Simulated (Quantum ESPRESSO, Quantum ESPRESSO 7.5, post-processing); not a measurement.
# arsenene, 1 layer: a series in the field along the normal

Aim: how the results for arsenene, 1 layer change with the field along the normal.

Main program and level: Quantum ESPRESSO 7.5; plane-wave DFT, PBE, GBRV ultrasoft pseudopotentials (geometry by pw.x at PBE-D3(BJ), GBRV ultrasoft).

Most raw output is cut from this account.

## 1. The starting structure

The cell holds 2 atoms: 2 As. Its edges and angles: a = 3.610 Å, b = 3.610 Å, c = 18.400 Å, α = 90.0°, β = 90.0°, γ = 120.0°. It derives from As. Vacuum lies along c.

Set-up: Cell and atoms are relaxed without a field with a D3(BJ) correction and then held. Sawtooth field with dipole correction, 17 Å of vacuum in the starting cell, Fermi-Dirac smearing of 0.002 Ry; bands along a path at each field.

Members -0.05, 0.1, -0.1, 0.2, -0.2, 0.3 and -0.3 took the same steps and show in the table alone.

## 2. Variable-cell relaxation of the reference

What the set-up leaves free in this member is relaxed.

Contents of ref.relax.in:

```
&control
  prefix = 'ref.relax'
  outdir = './out'
  pseudo_dir = './pseudo'
  nstep = 80
  forc_conv_thr = 0.0004
  calculation = 'vc-relax'
  etot_conv_thr = 1e-06
/
&system
  ibrav = 0
  nat = 2
  ntyp = 1
  ecutwfc = 50
  ecutrho = 250
  vdw_corr = 'grimme-d3'
  dftd3_version = 4
  occupations = 'smearing'
  smearing = 'fd'
  degauss = 0.004
/
&electrons
  conv_thr = 1e-09
  mixing_beta = 0.4
  electron_maxstep = 120
  mixing_mode = 'plain'
/
&ions
/
&cell
  cell_dofree = '2Dxy'
  press_conv_thr = 0.3
/
ATOMIC_SPECIES
  As  74.9216  as_pbe_v1.uspp.F.UPF
CELL_PARAMETERS angstrom
  3.61000000000000 0.00000000000000 0.00000000000000
  -1.80500000000000 3.12635170766182 0.00000000000000
  0.00000000000000 0.00000000000000 18.40000000000000
ATOMIC_POSITIONS crystal
  As  0.666666666700 0.333333333300 0.461956521739
  As  0.333333333300 0.666666666700 0.538043478261
K_POINTS automatic
  12 12 1 0 0 0
```

The run is started by

```bash
$ OMP_NUM_THREADS=1 mpirun -n 4 pw.x -nk 4 -in ref.relax.in > ref.relax.out
```

It took 88 s on 4 MPI ranks of Arm Neoverse V1, shared host; peak memory 0.66 GiB; 5.9 min of CPU time.

Relaxation path:

```csv
step,energy less that of the first step (eV),largest force (eV/Å),volume (Å³)
1,0.0000,0.0638,207.66
2,-0.0006,0.0231,207.43
3,-0.0010,0.0040,207.17
4,-0.0016,0.0304,206.79
5,-0.0023,0.0551,206.21
6,-0.0030,0.0737,205.35
7,-0.0036,0.0706,204.12
8,-0.0037,0.0457,203.90
9,-0.0038,0.0041,203.86
10,-0.0038,0.0001,203.91
11,-0.0037,0.0005,203.91
```

```
cell as run  before  after  change
      a (Å)   3.610  3.577  -0.9 %
      b (Å)   3.610  3.577  -0.9 %
```

Final coordinates:

```
As
1.0
     3.57723    0.00000    0.00000
    -1.78861    3.09797    0.00000
     0.00000    0.00000   18.40000
As
2
Direct
  0.66667 0.33333 0.46185
  0.33333 0.66667 0.53815
```

 The last row is no step: it is a fresh SCF in the final cell with a new plane-wave basis, +0 meV from the row before.

Read from the output:

* free energy: -1096.2686 eV
* Fermi energy: -1.992 eV

## 3. SCF with pw.x, 0 V/Å

The self-consistent run of this member.

Level of this step: plane-wave DFT, PBE, GBRV ultrasoft pseudopotentials (Quantum ESPRESSO 7.5).

Contents of m0.scf.in:

```
&control
  prefix = 'm0.scf'
  outdir = './out'
  pseudo_dir = './pseudo'
  calculation = 'scf'
  tprnfor = .true.
  tefield = .true.
  dipfield = .true.
/
&system
  ibrav = 0
  nat = 2
  ntyp = 1
  ecutwfc = 40
  ecutrho = 200
  occupations = 'smearing'
  smearing = 'fd'
  degauss = 0.002
  edir = 3
  emaxpos = 0.97
  eopreg = 0.04
  eamp = 0.0
  nbnd = 11
/
&electrons
  conv_thr = 1e-09
  mixing_beta = 0.4
  electron_maxstep = 120
  mixing_mode = 'plain'
/
ATOMIC_SPECIES
  As  74.9216  as_pbe_v1.uspp.F.UPF
CELL_PARAMETERS angstrom
  3.57722710100000 0.00000000000000 0.00000000000000
  -1.78861355100000 3.09796954500000 0.00000000000000
  0.00000000000000 0.00000000000000 18.40000000000000
ATOMIC_POSITIONS crystal
  As  0.666666666700 0.333333333300 0.461848441300
  As  0.333333333300 0.666666666700 0.538151558700
K_POINTS automatic
  12 12 1 0 0 0
```

The run is started by

```bash
$ OMP_NUM_THREADS=1 mpirun -n 4 pw.x -nk 4 -in m0.scf.in > m0.scf.out
```

Wall time 28 s (4 MPI ranks); peak memory 0.51 GiB; 1.8 min of CPU time.

Read from the output:

- free energy: -1095.8438 eV
- Fermi energy: -2.174 eV
- dipole along the normal: 0 e·Å
- valence top, on the run's zero: -2.729 eV
- conduction bottom, on the run's zero: -1.194 eV
- gap by band count: 1.535 eV

## 4. Potential by pp.x, 0 V/Å

plot_num = 11 writes the bare and Hartree potential, from which vacuum levels or, in a crystal, the mean potential are read.

Contents of m0.pot.in:

```
&inputpp
  prefix = 'm0.scf'
  outdir = './out'
  filplot = 'm0.pot.dat'
  plot_num = 11
/
```

The run is started by

```bash
$ OMP_NUM_THREADS=1 mpirun -n 4 pp.x -in m0.pot.in > m0.pot.out
```

It took 0.84 s on 4 MPI ranks; peak memory 0.09 GiB; 3.1 s of CPU time.

Read from the output:

| Quantity | Value |
| --- | --- |
| slope of the potential above | -3.87e-5 eV/Å |
| upper vacuum line continued to the top atoms, over the valence top | 5.254 eV |
| slope of the potential below | -5.61e-5 eV/Å |
| lower vacuum line continued to the bottom atoms, over the valence top | 5.254 eV |
| vacuum level at the upper face over the valence top of the mesh | 5.254 eV |
| vacuum level at the lower face over the valence top of the mesh | 5.254 eV |

Electrostatic potential energy of an electron, with the sawtooth; zero at the highest filled level of the SCF mesh. Potential energy, planar mean against z:

| z (Å) | potential energy, planar mean (eV) |
| --- | --- |
| 0 | 5.25 |
| 1 | 5.25 |
| 2 | 5.25 |
| 3 | 5.25 |
| 4 | 5.25 |
| 5 | 5.25 |
| 6 | 5.21 |
| 7 | 4.56 |
| 8 | 4.63 |
| 9 | 1.39 |
| 10 | 25.2 |
| 11 | 3.18 |
| 12 | 5.12 |
| 13 | 5.24 |
| 14 | 5.25 |
| 15 | 5.25 |
| 16 | 5.25 |
| 17 | 5.25 |
| 18 | 5.25 |

## 5. Band structure, 0 V/Å

Bands along a path place the edges.

m0.bands.in, as its differences from the input of step 3:

```diff
@@ -1,7 +1,6 @@
 &control
-  prefix = 'm0.scf'
+  prefix = 'm0.bands'
   outdir = './out'
   pseudo_dir = './pseudo'
-  calculation = 'scf'
-  tprnfor = .true.
+  calculation = 'bands'
   tefield = .true.
@@ -25,6 +24,6 @@
 &electrons
-  conv_thr = 1e-09
+  conv_thr = 1e-07
   mixing_beta = 0.4
   electron_maxstep = 120
-  mixing_mode = 'plain'
+  mixing_mode = 'local-TF'
 /
@@ -39,3 +38,7 @@
   As  0.333333333300 0.666666666700 0.538151558700
-K_POINTS automatic
-  12 12 1 0 0 0
+K_POINTS crystal_b
+4
+  0.0000000000 0.0000000000 0.0000000000 10
+  0.5000000000 0.0000000000 0.0000000000 10
+  0.3333333333 0.3333333333 0.0000000000 10
+  0.0000000000 0.0000000000 0.0000000000 1
```

The run is started by

```bash
$ cp -r out/m0.scf.save out/m0.bands.save
$ cp out/m0.scf.xml out/m0.bands.xml
$ OMP_NUM_THREADS=1 mpirun -n 4 pw.x -nk 4 -in m0.bands.in > m0.bands.out
```

Elapsed: 13 s, on 4 MPI ranks; peak memory 0.26 GiB; 53 s of CPU time.

Numbers from this step:

| Quantity | Value |
| --- | --- |
| conduction bottom, on the run's zero | -1.200 eV |
| gap by band count | 1.528 eV |

Band numbers count within the set of bands kept for display. The electronic bands at the labelled points (eV, zero at the highest filled level of the SCF mesh; v1 is the highest filled band, c1 the lowest empty one):

```
  point      v4     v3     v2     v1    c1    c2    c3    c4
      Γ   -7.32  -0.72   0.00   0.00  2.02  3.50  3.50  4.77
halfway   -7.46  -3.33  -1.18  -0.55  1.67  4.29  4.41  5.59
      M   -9.21  -3.55  -1.93  -1.70  1.93  3.01  4.47  6.17
halfway   -9.34  -3.88  -2.57  -1.70  2.54  3.64  4.08  6.74
      K  -10.04  -4.50  -2.11  -2.11  1.86  4.49  4.49  8.02
halfway   -7.61  -3.34  -2.33  -0.52  2.71  3.45  4.72  6.01
      Γ   -7.32  -0.72   0.00   0.00  2.02  3.50  3.50  4.77
```

Along this path the valence top lies at Γ and the conduction bottom between Γ and M.

## 6. SCF with pw.x, 0.05 V/Å

m1.scf.in, as its differences from the input of step 3:

```diff
@@ -1,3 +1,3 @@
 &control
-  prefix = 'm0.scf'
+  prefix = 'm1.scf'
   outdir = './out'
@@ -21,3 +21,3 @@
   eopreg = 0.04
-  eamp = 0.0
+  eamp = 0.00097235
   nbnd = 11
@@ -29,2 +29,3 @@
   mixing_mode = 'plain'
+  startingpot = 'file'
 /
```

The run is started by

```bash
$ cp -r out/m0.scf.save out/m1.scf.save
$ OMP_NUM_THREADS=1 mpirun -n 4 pw.x -nk 4 -in m1.scf.in > m1.scf.out
```

The job ended after 26 s (4 MPI ranks; peak memory 0.52 GiB; 1.7 min of CPU time).

Numbers from this step:

| Property | Result |
| --- | --- |
| free energy | -1095.8441 eV |
| Fermi energy | -2.147 eV |
| dipole along the normal | 0.01235 e·Å |
| valence top, on the run's zero | -2.722 eV |
| conduction bottom, on the run's zero | -1.187 eV |
| gap by band count | 1.535 eV |

## 7. SCF with pw.x, 0.4 V/Å

m9.scf.in, as its differences from the input of step 6:

```diff
@@ -1,3 +1,3 @@
 &control
-  prefix = 'm1.scf'
+  prefix = 'm9.scf'
   outdir = './out'
@@ -21,3 +21,3 @@
   eopreg = 0.04
-  eamp = 0.00097235
+  eamp = 0.00777876
   nbnd = 11
```

The run is started by

```bash
$ cp -r out/m0.scf.save out/m9.scf.save
$ OMP_NUM_THREADS=1 mpirun -n 4 pw.x -nk 4 -in m9.scf.in > m9.scf.out
```

Run time: 28 s. Hardware: 4 MPI ranks; peak memory 0.51 GiB.

Numbers from this step:

- free energy: -1095.8635 eV
- Fermi energy: -1.936 eV
- dipole along the normal: 0.09868 e·Å
- valence top, on the run's zero: -2.683 eV
- conduction bottom, on the run's zero: -1.150 eV
- gap by band count: 1.533 eV

## 8. Ground state, -0.4 V/Å

m10.scf.in, as its differences from the input of step 7:

```diff
@@ -1,3 +1,3 @@
 &control
-  prefix = 'm9.scf'
+  prefix = 'm10.scf'
   outdir = './out'
@@ -21,3 +21,3 @@
   eopreg = 0.04
-  eamp = 0.00777876
+  eamp = -0.00777876
   nbnd = 11
```

The run is started by

```bash
$ cp -r out/m0.scf.save out/m10.scf.save
$ OMP_NUM_THREADS=1 mpirun -n 4 pw.x -nk 4 -in m10.scf.in > m10.scf.out
```

Elapsed: 28 s, on 4 MPI ranks; peak memory 0.36 GiB; 1.9 min of CPU time.

This step gave:

* Fermi energy: -2.009 eV
* dipole along the normal: -0.09868 e·Å
* valence top, on the run's zero: -2.798 eV
* conduction bottom, on the run's zero: -1.265 eV

## 9. The series side by side

The series in one table, energies over the lowest:

```csv
the field along the normal,dipole (e Å),gap along the path (eV),"upper vacuum line at the top atoms, over the zero (eV)","lower vacuum line at the bottom atoms, over the zero (eV)",energy (eV)
-0.4 V/Å,-0.09868,1.526,5.794,4.745,0.0000
-0.3 V/Å,-0.07395,1.527,5.655,4.869,0.0086
-0.2 V/Å,-0.04928,1.528,5.52,4.996,0.0148
-0.1 V/Å,-0.02467,1.528,5.386,5.123,0.0185
-0.05 V/Å,-0.01235,1.528,5.32,5.188,0.0194
0 V/Å,0,1.528,5.254,5.254,0.0197
0.05 V/Å,0.01235,1.528,5.189,5.319,0.0194
0.1 V/Å,0.02467,1.528,5.124,5.386,0.0185
0.2 V/Å,0.0493,1.528,4.996,5.519,0.0148
0.3 V/Å,0.07395,1.527,4.87,5.655,0.0086
0.4 V/Å,0.09868,1.526,4.745,5.794,0.0000
```

## 10. The arithmetic

4πα/A = 180.95 × 0.2468 e Å²/V / 11.082 Å² = 4.03 Å.

In linear response the energy changes by −(p₀ + p)E/2: at 0.2 V/Å, −(0.0000 + 0.0493) × 0.2/2 = -0.0049 eV; the runs give -0.0049 eV.

## 11. What came out

* 4πα/A from the weak fields: 4.03 Å
* gap along the path, at -0.4 V/Å and at 0.4 V/Å: 1.53, 1.53 eV
* upper vacuum line at the top atoms, over the zero, at -0.4 V/Å and at 0.4 V/Å: 5.79, 4.75 eV
* lower vacuum line at the bottom atoms, over the zero, at -0.4 V/Å and at 0.4 V/Å: 4.74, 5.79 eV

In words: The series holds 11 members; 4πα/A from the weak fields: 4.03 Å (PBE, GBRV ultrasoft). The strongest fields leave the weak-field line by 0.1 % of the induced dipole. From -0.4 V/Å to 0.4 V/Å the gap along the path stays within 0.002 eV. From -0.4 V/Å to 0.4 V/Å the upper vacuum line at the top atoms, over the zero falls from 5.79 to 4.75 eV. From -0.4 V/Å to 0.4 V/Å the lower vacuum line at the bottom atoms, over the zero rises from 4.74 to 5.79 eV. Ions are held; semilocal gaps are too small; in strong fields empty levels can belong to the vacuum.

[Logs are printed without paths, hosts, clocks, repeated set-up lines and the standing remarks that a program may print on its own settings, such as how far it seeks lower states.]

[Hosts, paths, dates, database ids (printed as entryN), source tags and the programs' standing remarks are cut or masked in the printed files.]

[Maps of the electrostatic potential energy from Ansatz leave out the sawtooth potential of an applied field or a dipole correction, so their vacuum need not be flat; planar profiles and work functions include it.]
